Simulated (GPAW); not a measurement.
Consider Zn2P2O7 (C2/m).

```xyz
11
Lattice="3.3263 -4.1943 0.0000 3.3263 4.1943 0.0000 -1.1603 0.0000 4.4084" Properties=species:S:1:pos:R:3 pbc="T T T"
Zn    2.7461   -1.5993    2.2042
Zn    2.7461    1.5993    2.2042
P     0.3748    0.0000    3.9987
P     5.1174    0.0000    0.4096
O     3.2104    0.0000    3.4703
O     0.0000    0.0000    0.0000
O     2.2818    0.0000    0.9380
O     4.8550   -1.2757    1.2215
O     0.6372   -1.2757    3.1869
O     0.6372    1.2757    3.1869
O     4.8550    1.2757    1.2215
```

Absorber: atom 8, with 1 P at 1.53 Å (terminal, site symmetry 1). Method: GPAW, LDA, full core hole (charged cell), 22-atom cell with 6.5 Å between holes, 3×3×3 k points, dipole transitions, Gaussian full width 0.9 eV up to 4 eV, rising linearly to 3.5 eV at 25 eV.

Question: What does the O K edge look like?

Main maxima up to 24 eV above the zero (height): 3.1 eV (2.94) and 4.2 eV (2.95). A K edge sees empty p states on the absorber. The total-energy difference plus the lowest empty eigenvalue puts the zero at 536.16 eV. One term is added: -8.83 eV, since the hole is spin-paired here and a spin-polarised one costs that much less in the free atom (computed apart). The photon energy is then 527.33 eV. The functional and the charged cell's background leave an error in such absolute values: in the free atom LDA prices this hole 4.1 eV below PBE (computed apart), and PBE is itself good to a few eV.

The O K spectrum (energy from the lowest empty level; intensity scaled to a mean of 1 over the first 20 eV; polarised curves are means over the symmetry-equivalent atoms):

| E (eV) | isotropic | ε ∥ x | ε ∥ y | ε ∥ z |
| --- | --- | --- | --- | --- |
| -2.0 | 0.00 | 0.00 | 0.00 | 0.00 |
| -1.5 | 0.00 | 0.00 | 0.00 | 0.00 |
| -1.0 | 0.00 | 0.00 | 0.00 | 0.00 |
| -0.5 | 0.00 | 0.00 | 0.00 | 0.00 |
| 0.0 | 0.01 | 0.02 | 0.01 | 0.01 |
| 0.5 | 0.09 | 0.10 | 0.09 | 0.08 |
| 1.0 | 0.28 | 0.33 | 0.25 | 0.25 |
| 1.5 | 0.49 | 0.65 | 0.43 | 0.39 |
| 2.0 | 0.92 | 1.14 | 1.12 | 0.52 |
| 2.5 | 1.76 | 1.78 | 2.44 | 1.06 |
| 3.0 | 2.86 | 2.74 | 3.84 | 1.99 |
| 3.5 | 2.64 | 2.63 | 3.11 | 2.16 |
| 4.0 | 2.80 | 2.66 | 2.83 | 2.93 |
| 4.5 | 2.72 | 2.36 | 3.06 | 2.73 |
| 5.0 | 1.92 | 1.63 | 2.07 | 2.06 |
| 5.5 | 1.74 | 1.61 | 1.71 | 1.89 |
| 6.0 | 1.66 | 1.53 | 1.75 | 1.71 |
| 6.5 | 1.37 | 1.17 | 1.59 | 1.36 |
| 7.0 | 1.13 | 0.91 | 1.29 | 1.18 |
| 7.5 | 1.05 | 0.83 | 1.13 | 1.20 |
| 8.0 | 1.08 | 0.80 | 1.11 | 1.32 |
| 8.5 | 1.05 | 0.74 | 1.03 | 1.38 |
| 9.0 | 0.93 | 0.66 | 0.92 | 1.23 |
| 9.5 | 0.82 | 0.61 | 0.84 | 0.99 |
| 10.0 | 0.75 | 0.65 | 0.80 | 0.82 |
| 10.5 | 0.72 | 0.71 | 0.75 | 0.71 |
| 11.0 | 0.71 | 0.77 | 0.72 | 0.63 |
| 11.5 | 0.68 | 0.76 | 0.72 | 0.56 |
| 12.0 | 0.64 | 0.70 | 0.71 | 0.50 |
| 12.5 | 0.59 | 0.62 | 0.71 | 0.45 |
| 13.0 | 0.58 | 0.57 | 0.73 | 0.43 |
| 13.5 | 0.59 | 0.58 | 0.74 | 0.45 |
| 14.0 | 0.62 | 0.62 | 0.74 | 0.49 |
| 14.5 | 0.62 | 0.64 | 0.68 | 0.53 |
| 15.0 | 0.58 | 0.62 | 0.60 | 0.53 |
| 15.5 | 0.54 | 0.59 | 0.51 | 0.52 |
| 16.0 | 0.51 | 0.58 | 0.45 | 0.51 |
| 16.5 | 0.51 | 0.58 | 0.44 | 0.52 |
| 17.0 | 0.54 | 0.59 | 0.46 | 0.56 |
| 17.5 | 0.57 | 0.60 | 0.49 | 0.61 |
| 18.0 | 0.59 | 0.60 | 0.52 | 0.66 |
| 18.5 | 0.61 | 0.60 | 0.55 | 0.69 |
| 19.0 | 0.63 | 0.59 | 0.57 | 0.71 |
| 19.5 | 0.64 | 0.60 | 0.61 | 0.73 |
| 20.0 | 0.67 | 0.60 | 0.65 | 0.74 |
| 20.5 | 0.69 | 0.60 | 0.71 | 0.76 |
| 21.0 | 0.72 | 0.60 | 0.79 | 0.77 |
| 21.5 | 0.75 | 0.59 | 0.87 | 0.78 |
| 22.0 | 0.77 | 0.58 | 0.95 | 0.78 |
| 22.5 | 0.78 | 0.56 | 1.02 | 0.77 |
| 23.0 | 0.79 | 0.55 | 1.07 | 0.75 |
| 23.5 | 0.79 | 0.55 | 1.11 | 0.72 |
| 24.0 | 0.79 | 0.56 | 1.12 | 0.70 |
| 24.5 | 0.79 | 0.57 | 1.11 | 0.68 |
| 25.0 | 0.79 | 0.59 | 1.09 | 0.67 |
| 25.5 | 0.79 | 0.62 | 1.06 | 0.68 |
| 26.0 | 0.79 | 0.65 | 1.02 | 0.70 |
| 26.5 | 0.80 | 0.68 | 0.99 | 0.73 |
| 27.0 | 0.81 | 0.71 | 0.96 | 0.76 |
| 27.5 | 0.83 | 0.73 | 0.94 | 0.81 |
| 28.0 | 0.84 | 0.75 | 0.93 | 0.84 |
| 28.5 | 0.85 | 0.76 | 0.92 | 0.87 |
| 29.0 | 0.85 | 0.77 | 0.90 | 0.89 |
| 29.5 | 0.85 | 0.76 | 0.89 | 0.89 |
| 30.0 | 0.83 | 0.76 | 0.86 | 0.88 |
| 30.5 | 0.82 | 0.76 | 0.84 | 0.86 |
| 31.0 | 0.80 | 0.76 | 0.81 | 0.84 |
| 31.5 | 0.79 | 0.76 | 0.78 | 0.82 |

The crystal has 3 inequivalent O sites and not all are shown here, while a measurement adds them all. The mesh is coarse (0.35 Å⁻¹ between points), so small maxima may be mesh ripples. Lifetime broadening is put in by hand, and intensities beyond about 20 eV depend on it and on the partial waves; weight that the partial waves miss at high energy is lost. The structure is a computed Materials Project entry and may be a hypothetical form.

[Banner, clock and machine lines of the logs are left out without a mark of their own.]

[Logs are printed without paths, hosts, clocks, repeated set-up lines and the standing remarks that a program may print on its own settings, such as how far it seeks lower states.]

[Hosts, paths, dates, database ids (printed as entryN), source tags and the programs' standing remarks are cut or masked in the printed files.]

[Lists of maxima count a maximum above −3 eV only where it reaches 4 % of the highest in the window and stands out from its surroundings by 2 % of it (1.5 % where it reaches 55 %); shoulders and weaker maxima are passed over, and of the rest the first, up to two pre-edge ones and the few strongest are named.]
